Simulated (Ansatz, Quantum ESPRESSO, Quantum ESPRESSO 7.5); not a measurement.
**Work-function anisotropy of Na**

Which face of Na holds its electrons most tightly, and does packing explain the order?

Program: Quantum ESPRESSO 7.5. Level of theory: plane-wave DFT, PBE, GBRV ultrasoft pseudopotentials (geometry and cross-check by Ansatz 0.2.0 with PAW datasets; geometry under PBE). Results are calculated unless marked as measured.

**Measured values to reproduce.**

“Anisotropic work function of elemental crystals” (2019, arxiv:1902.07811) quotes from earlier work for Na (polycrystalline sample, no single face): work function, loosely compared (polycrystalline sample, no single face) 2.75 eV.

Report form: the programs' logs are mostly left out.

**1. Starting point**

The cell holds 7 atoms: 7 Na. Its edges and angles: a = 3.663 Å, b = 3.663 Å, c = 33.946 Å, α = 90.0°, β = 90.0°, γ = 70.5°. It derives from Na. Vacuum lies along c.

**2. Geometry from Ansatz of (110)**

The geometry comes first, from a plane-wave PAW code, so that the later runs on this slab share one structure.

Input file input.yaml:

```yaml
crystal:
  lattice:
    - [2.9910616844, -2.115, 0.0]
    - [2.9910616844, 2.115, 0.0]
    - [0.0, 0.0, 33.9463701065]
  atoms:
    - { symbol: Na, position: [0.0, 0.0, 0.2356658451] }
    - { symbol: Na, position: [0.5, 0.5, 0.3237772301] }
    - { symbol: Na, position: [0.0, 0.0, 0.411888615] }
    - { symbol: Na, position: [0.5, 0.5, 0.5] }
    - { symbol: Na, position: [0.0, 0.0, 0.588111385] }
    - { symbol: Na, position: [0.5, 0.5, 0.6762227699] }
    - { symbol: Na, position: [0.0, 0.0, 0.7643341549] }
kpoints:
  mp_grid: { grid: [8, 8, 1] }
hamiltonian:
  xc: pbe
scf:
  occupations: { method: fermi_dirac, width: 0.1 }
  convergence: { dr2_threshold: 1.0e-08 }
efield:
  axis: 3
  dipole_correction: true
  ramp_position: 0.97
  ramp_width: 0.04
relax:
  f_tol: 0.01
  constraints: [{ sites: [2, 3, 4] }]
output:
  write_potential: true
  write_density: true
  volumetric_format: npy
```

Started as:

```bash
$ ansatz run input.yaml --threads 4 --pin off --max-ram 8192MiB --backend cpu --events-out ev --progress --plain --runs-dir out
```

It took 22 s on 4 threads of Arm Neoverse V2, shared host; peak memory 0.78 GiB; 76 s of CPU time.

Relaxation path:

```tsv
step	energy less that of the first step (eV)	largest force component (eV/Å)
1	0.0000	0.0292
2	-0.0012	0.0246
3	-0.0034	0.0063
4	-0.0036	0.0042
5	-0.0037	0.0013
```

Forces are held to the 4 operations that the run works with; a distortion that breaks them can't arise in this run.

The atoms that moved most (Å):

```tsv
atom	dx	dy	dz	length
Na1	0.000	0.000	0.145	0.145
Na7	0.000	0.000	-0.145	0.145
Na6	0.000	0.000	-0.055	0.055
Na2	0.000	0.000	0.055	0.055
```

 Held were the atoms numbered 3, 4 and 5; the forces quoted are those on the free ones.

This step gave:

- free energy: -10404.6253 eV
- energy at zero smearing: -10404.5641 eV
- smearing term TS: 0.1224 eV
- Fermi energy: 0.003783 eV
- symmetry operations: 4
- work function of the upper face: 2.809 eV
- work function of the lower face: 2.809 eV
- dipole along the normal: 8.48e-6 e·Å

**3. Self-consistent run of (110), PBE**

Both faces of the slab are alike, so a plain periodic cell serves and symmetry is kept.

Level of this step: plane-wave DFT, PBE, GBRV ultrasoft pseudopotentials (Quantum ESPRESSO 7.5).

Input file 110.pbe.in:

```
&control
  prefix = '110.pbe'
  outdir = './out'
  pseudo_dir = './pseudo'
  calculation = 'scf'
  tprnfor = .true.
/
&system
  ibrav = 0
  nat = 7
  ntyp = 1
  ecutwfc = 40
  ecutrho = 200
  occupations = 'smearing'
  smearing = 'mv'
  degauss = 0.02
/
&electrons
  conv_thr = 1e-07
  mixing_beta = 0.4
  electron_maxstep = 120
  mixing_mode = 'local-TF'
/
ATOMIC_SPECIES
  Na  22.9898  na_pbe_v1.5.uspp.F.UPF
CELL_PARAMETERS angstrom
  2.99106168440000 -2.11500000000000 0.00000000000000
  2.99106168440000 2.11500000000000 0.00000000000000
  0.00000000000000 0.00000000000000 33.94637010650000
ATOMIC_POSITIONS crystal
  Na  0.000000000000 0.000000000000 0.239927393788
  Na  0.500000000000 0.500000000000 0.325396167162
  Na  0.000000000000 0.000000000000 0.411888615000
  Na  0.500000000000 0.500000000000 0.500000000000
  Na  0.000000000000 0.000000000000 0.588111385000
  Na  0.500000000000 0.500000000000 0.674603831933
  Na  0.000000000000 0.000000000000 0.760072625342
K_POINTS automatic
  8 8 1 0 0 0
```

Started as:

```bash
$ OMP_NUM_THREADS=1 mpirun -n 4 pw.x -nk 4 -in 110.pbe.in > 110.pbe.out
```

The job ended after 68 s (4 MPI ranks; peak memory 0.93 GiB).

This step gave:

```
free energy  : -9080.3469 eV
Fermi energy : -0.0723 eV
```

**4. Electrostatic potential of (110)**

The vacuum level is read from the electrostatic potential (plot_num = 11), averaged over planes.

Input file 110.pbe.pot.in:

```
&inputpp
  prefix = '110.pbe'
  outdir = './out'
  filplot = '110.pbe.pot.dat'
  plot_num = 11
/
```

Started as:

```bash
$ OMP_NUM_THREADS=1 mpirun -n 4 pp.x -in 110.pbe.pot.in > 110.pbe.pot.out
```

It took 0.78 s on 4 MPI ranks; peak memory 0.1 GiB; 2.8 s of CPU time.

This step gave:

* work function of the upper face: 2.785 eV
* slope of the potential above: 0.001984 eV/Å
* upper vacuum line continued to the top atoms, over the Fermi level: 2.775 eV
* work function of the lower face: 2.786 eV
* slope of the potential below: -0.001297 eV/Å
* lower vacuum line continued to the bottom atoms, over the Fermi level: 2.778 eV

The potential energy, planar mean oscillates, so the rows of the table below give means over windows of 2.94 Å about each position, cut where the curve ends. Its maxima inside the range that stand out by 2 % of the span (Å: eV): 8.1: 23.6, 9.6: 1.70, 11.1: 23.5, 12.6: 1.75, 14.0: 23.5, 15.5: 1.83, 17.0: 23.6, 18.4: 1.83, 19.9: 23.5, 21.4: 1.75, 22.9: 23.5, 24.3: 1.70, 25.8: 23.6. Its minima: 7.4: 0.164, 8.9: 0.526, 10.3: 0.527, 11.9: 0.613, 13.2: 0.600, 14.8: 0.657, 16.2: 0.501, 17.8: 0.501, 19.1: 0.657, 20.7: 0.600, 22.1: 0.613, 23.6: 0.527, 25.0: 0.526, 26.6: 0.164.

Electrostatic potential energy of an electron; zero at the Fermi level. Table of potential energy, planar mean by z; means over each step:

```tsv
z (Å)	potential energy, planar mean (eV)
1.47	2.79
4.41	2.74
7.35	7.42
10.29	7.25
13.23	7.28
16.17	7.29
19.11	7.29
22.05	7.27
24.99	7.21
27.93	2.13
30.87	2.78
33.81	2.79
```

**5. Self-consistent run of (110), PBEsol**

The same atoms under a second functional.

Level of this step: plane-wave DFT, PBEsol, GBRV ultrasoft pseudopotentials (Quantum ESPRESSO 7.5).

110.pbesol.in, as its differences from the input of step 3:

```diff
@@ -1,3 +1,3 @@
 &control
-  prefix = '110.pbe'
+  prefix = '110.pbesol'
   outdir = './out'
@@ -24,3 +24,3 @@
 ATOMIC_SPECIES
-  Na  22.9898  na_pbe_v1.5.uspp.F.UPF
+  Na  22.9898  na_pbesol_v1.5.uspp.F.UPF
 CELL_PARAMETERS angstrom
```

Started as:

```bash
$ OMP_NUM_THREADS=1 mpirun -n 4 pw.x -nk 4 -in 110.pbesol.in > 110.pbesol.out
```

Run time: 63 s. Hardware: 4 MPI ranks; peak memory 0.87 GiB; 4.2 min of CPU time.

Numbers from this step:

| Quantity | Value |
| --- | --- |
| free energy | -9063.0536 eV |
| Fermi energy | -0.0934 eV |

**6. Electrostatic potential of (110)**

Input file 110.pbesol.pot.in:

```
&inputpp
  prefix = '110.pbesol'
  outdir = './out'
  filplot = '110.pbesol.pot.dat'
  plot_num = 11
/
```

Started as:

```bash
$ OMP_NUM_THREADS=1 mpirun -n 4 pp.x -in 110.pbesol.pot.in > 110.pbesol.pot.out
```

Run time: 0.79 s. Hardware: 4 MPI ranks; peak memory 0.12 GiB; 2.8 s of CPU time.

Read from the output:

```
work function of the upper face                                       : 2.806 eV
slope of the potential above                                          : 0.001959 eV/Å
upper vacuum line continued to the top atoms, over the Fermi level    : 2.795 eV
work function of the lower face                                       : 2.806 eV
slope of the potential below                                          : -0.001282 eV/Å
lower vacuum line continued to the bottom atoms, over the Fermi level : 2.799 eV
```

On (110) the work function under PBEsol lies +0.02 eV from PBE's.

**7. Geometry from Ansatz of (100)**

Level of this step: plane-wave DFT, PBE, Ansatz PAW (Ansatz 0.2.0).

System of this step: Na(100), 5 layers. The cell holds 5 atoms: 5 Na. Cell: a = 4.230 Å, b = 4.230 Å, c = 24.460 Å, α = 90.0°, β = 90.0°, γ = 90.0°. It derives from Na. Vacuum lies along c.

input.yaml, the sections that differ from step 2:

```yaml
crystal:
  lattice:
    - [4.23, 0.0, 0.0]
    - [0.0, 4.23, 0.0]
    - [0.0, 0.0, 24.46]
  atoms:
    - { symbol: Na, position: [0.0, 0.0, 0.3270645953] }
    - { symbol: Na, position: [0.5, 0.5, 0.4135322976] }
    - { symbol: Na, position: [0.0, 0.0, 0.5] }
    - { symbol: Na, position: [0.5, 0.5, 0.5864677024] }
    - { symbol: Na, position: [0.0, 0.0, 0.6729354047] }
relax:
  f_tol: 0.01
  constraints: [{ sites: [2] }]
# kpoints, hamiltonian, scf, efield, output: as in step 2
```

Started as:

```bash
$ ansatz run input.yaml --threads 4 --pin off --max-ram 8192MiB --backend cpu --events-out ev --progress --plain --runs-dir out
```

Wall time 12 s (4 threads); peak memory 0.65 GiB.

The steps of the relaxation:

```tsv
step	energy less that of the first step (eV)	largest force component (eV/Å)
1	0.0000	0.0127
2	-0.0002	0.0111
3	0.0000	0.0177
4	-0.0006	0.0025
5	-0.0007	0.0001
```

Relaxation step 3 was tried and not accepted.

Forces are held to the 8 operations that the run works with; a distortion that breaks them can't arise in this run.

The atoms that moved most (Å):

```tsv
atom	dx	dy	dz	length
Na1	0.000	0.000	0.055	0.055
Na5	0.000	0.000	-0.055	0.055
Na2	0.000	0.000	0.022	0.022
Na4	0.000	0.000	-0.022	0.022
```

The relaxed structure:

```xyz
5
Lattice="4.2300 0.0000 0.0000 0.0000 4.2300 0.0000 0.0000 0.0000 24.4600" Properties=species:S:1:pos:R:3
Na    0.0000    0.0000    8.0552
Na    2.1150    2.1150   10.1365
Na    0.0000    0.0000   12.2300
Na    2.1150    2.1150   14.3235
Na    0.0000    0.0000   16.4048
```

 Held were the atoms numbered 3; the forces quoted are those on the free ones.

This step gave:

- free energy: -7431.6241 eV
- energy at zero smearing: -7431.5765 eV
- smearing term TS: 0.09537 eV
- Fermi energy: -0.6894 eV
- symmetry operations: 8
- work function of the upper face: 2.610 eV
- work function of the lower face: 2.611 eV
- dipole along the normal: 1.56e-5 e·Å

**8. SCF with pw.x of (100), PBE**

Level of this step: plane-wave DFT, PBE, GBRV ultrasoft pseudopotentials (Quantum ESPRESSO 7.5).

Input file 100.pbe.in:

```
&control
  prefix = '100.pbe'
  outdir = './out'
  pseudo_dir = './pseudo'
  calculation = 'scf'
  tprnfor = .true.
/
&system
  ibrav = 0
  nat = 5
  ntyp = 1
  ecutwfc = 40
  ecutrho = 200
  occupations = 'smearing'
  smearing = 'mv'
  degauss = 0.02
/
&electrons
  conv_thr = 1e-07
  mixing_beta = 0.4
  electron_maxstep = 120
  mixing_mode = 'local-TF'
/
ATOMIC_SPECIES
  Na  22.9898  na_pbe_v1.5.uspp.F.UPF
CELL_PARAMETERS angstrom
  4.23000000000000 0.00000000000000 0.00000000000000
  0.00000000000000 4.23000000000000 0.00000000000000
  0.00000000000000 0.00000000000000 24.46000000000000
ATOMIC_POSITIONS crystal
  Na  -0.000000000000 0.000000000000 0.329321779771
  Na  0.500000000000 0.500000000000 0.414411624906
  Na  0.000000000000 0.000000000000 0.500000000000
  Na  0.500000000000 0.500000000000 0.585588390469
  Na  0.000000000000 0.000000000000 0.670678226238
K_POINTS automatic
  8 8 1 0 0 0
```

Started as:

```bash
$ OMP_NUM_THREADS=1 mpirun -n 4 pw.x -nk 4 -in 100.pbe.in > 100.pbe.out
```

Wall time 33 s (4 MPI ranks); peak memory 0.7 GiB.

This step gave:

| Property | Result |
| --- | --- |
| free energy | -6485.7131 eV |
| Fermi energy | -0.721 eV |

**9. Potential by pp.x of (100)**

Input file 100.pbe.pot.in:

```
&inputpp
  prefix = '100.pbe'
  outdir = './out'
  filplot = '100.pbe.pot.dat'
  plot_num = 11
/
```

Started as:

```bash
$ OMP_NUM_THREADS=1 mpirun -n 4 pp.x -in 100.pbe.pot.in > 100.pbe.pot.out
```

It took 0.77 s on 4 MPI ranks; peak memory 0.13 GiB; 2.8 s of CPU time.

Read from the output:

```
work function of the upper face                                       : 2.570 eV
slope of the potential above                                          : 0.001487 eV/Å
upper vacuum line continued to the top atoms, over the Fermi level    : 2.562 eV
work function of the lower face                                       : 2.570 eV
slope of the potential below                                          : -0.001061 eV/Å
lower vacuum line continued to the bottom atoms, over the Fermi level : 2.564 eV
```

The potential energy, planar mean oscillates, so the rows of the table below give means over windows of 2.09 Å about each position, cut where the curve ends. Its maxima inside the range that stand out by 2 % of the span (Å: eV): 8.0: 17.3, 10.2: 17.3, 12.2: 17.5, 14.3: 17.3, 16.4: 17.3. Its minima: 7.2: 0.830, 8.8: 0.577, 11.4: 0.567, 13.0: 0.567, 15.6: 0.577, 17.2: 0.830.

Electrostatic potential energy of an electron; zero at the Fermi level. Table of potential energy, planar mean by z; means over each step:

z (Å), potential energy, planar mean (eV) and a bar from the least value:
```
     1.04        2.6 #
     3.13        2.6 #
     5.22        2.5 
     7.31        6.6 ##########################
     9.40        7.2 ##############################
    11.49        7.2 ##############################
    13.58        7.2 ##############################
    15.67        7.2 ##############################
    17.77        2.7 #
    19.85        2.5 
    21.95        2.6 #
    24.03        2.6 #
```

**10. SCF with pw.x of (100), PBEsol**

Level of this step: plane-wave DFT, PBEsol, GBRV ultrasoft pseudopotentials (Quantum ESPRESSO 7.5).

100.pbesol.in, as its differences from the input of step 8:

```diff
@@ -1,3 +1,3 @@
 &control
-  prefix = '100.pbe'
+  prefix = '100.pbesol'
   outdir = './out'
@@ -24,3 +24,3 @@
 ATOMIC_SPECIES
-  Na  22.9898  na_pbe_v1.5.uspp.F.UPF
+  Na  22.9898  na_pbesol_v1.5.uspp.F.UPF
 CELL_PARAMETERS angstrom
```

Started as:

```bash
$ OMP_NUM_THREADS=1 mpirun -n 4 pw.x -nk 4 -in 100.pbesol.in > 100.pbesol.out
```

It took 35 s on 4 MPI ranks; peak memory 0.79 GiB; 2.3 min of CPU time.

Numbers from this step:

* free energy: -6473.3378 eV
* Fermi energy: -0.7354 eV

**11. Potential by pp.x of (100)**

Input file 100.pbesol.pot.in:

```
&inputpp
  prefix = '100.pbesol'
  outdir = './out'
  filplot = '100.pbesol.pot.dat'
  plot_num = 11
/
```

Started as:

```bash
$ OMP_NUM_THREADS=1 mpirun -n 4 pp.x -in 100.pbesol.pot.in > 100.pbesol.pot.out
```

Wall time 0.77 s (4 MPI ranks); peak memory 0.13 GiB.

This step gave:

- work function of the upper face: 2.584 eV
- slope of the potential above: 0.001474 eV/Å
- upper vacuum line continued to the top atoms, over the Fermi level: 2.576 eV
- work function of the lower face: 2.584 eV
- slope of the potential below: -0.001052 eV/Å
- lower vacuum line continued to the bottom atoms, over the Fermi level: 2.578 eV

On (100) the work function under PBEsol lies +0.01 eV from PBE's.

**12. Relaxation with Ansatz of (111)**

Level of this step: plane-wave DFT, PBE, Ansatz PAW (Ansatz 0.2.0).

System of this step: Na(111), 9 layers. The cell holds 9 atoms: 9 Na. Cell: a = 5.982 Å, b = 5.982 Å, c = 25.769 Å, α = 90.0°, β = 90.0°, γ = 60.0°. It derives from Na. Vacuum lies along c.

input.yaml, the sections that differ from step 7:

```yaml
crystal:
  lattice:
    - [5.9821233688, 0.0, 0.0]
    - [2.9910616844, 5.180670806, 0.0]
    - [0.0, 0.0, 25.7687665547]
  atoms:
    - { symbol: Na, position: [0.3333333333, 0.3333333333, 0.3104533538] }
    - { symbol: Na, position: [0.6666666667, 0.6666666667, 0.3578400153] }
    - { symbol: Na, position: [0.0, 0.0, 0.4052266769] }
    - { symbol: Na, position: [0.3333333333, 0.3333333333, 0.4526133384] }
    - { symbol: Na, position: [0.6666666667, 0.6666666667, 0.5] }
    - { symbol: Na, position: [0.0, 0.0, 0.5473866616] }
    - { symbol: Na, position: [0.3333333333, 0.3333333333, 0.5947733231] }
    - { symbol: Na, position: [0.6666666667, 0.6666666667, 0.6421599847] }
    - { symbol: Na, position: [0.0, 0.0, 0.6895466462] }
kpoints:
  mp_grid: { grid: [6, 6, 1] }
relax:
  f_tol: 0.01
  constraints: [{ sites: [2, 3, 4, 5, 6] }]
# hamiltonian, scf, efield, output: as in step 7
```

Started as:

```bash
$ ansatz run input.yaml --threads 4 --pin off --max-ram 8192MiB --backend cpu --events-out ev --progress --plain --runs-dir out
```

It took 13 s on 4 threads; peak memory 1.1 GiB.

Relaxation path:

```tsv
step	energy less that of the first step (eV)	largest force component (eV/Å)
1	0.0000	0.0849
2	-0.0075	0.0742
3	-0.0263	0.0040
```

The atoms that moved most (Å):

```tsv
atom	dx	dy	dz	length
Na1	0.000	0.000	0.229	0.229
Na9	0.000	0.000	-0.229	0.229
Na2	0.000	0.000	0.147	0.147
Na8	0.000	0.000	-0.147	0.147
```

The relaxation lowers the energy by 3 meV an atom. Held were the atoms numbered 3, 4, 5, 6 and 7; the forces quoted are those on the free ones.

This step gave:

```
free energy                     : -13376.8422 eV
energy at zero smearing         : -13376.7546 eV
smearing term TS                : 0.1753 eV
Fermi energy                    : -0.7416 eV
symmetry operations             : 6
work function of the upper face : 2.616 eV
work function of the lower face : 2.616 eV
dipole along the normal         : 1.87e-6 e·Å
```

(Part 1 of 2 ends here.)

[Logs are printed without paths, hosts, clocks, repeated set-up lines and the standing remarks that a program may print on its own settings, such as how far it seeks lower states.]

[Hosts, paths, dates, database ids (printed as entryN), source tags and the programs' standing remarks are cut or masked in the printed files.]

[Maps of the electrostatic potential energy from Ansatz leave out the sawtooth potential of an applied field or a dipole correction, so their vacuum need not be flat; planar profiles and work functions include it.]
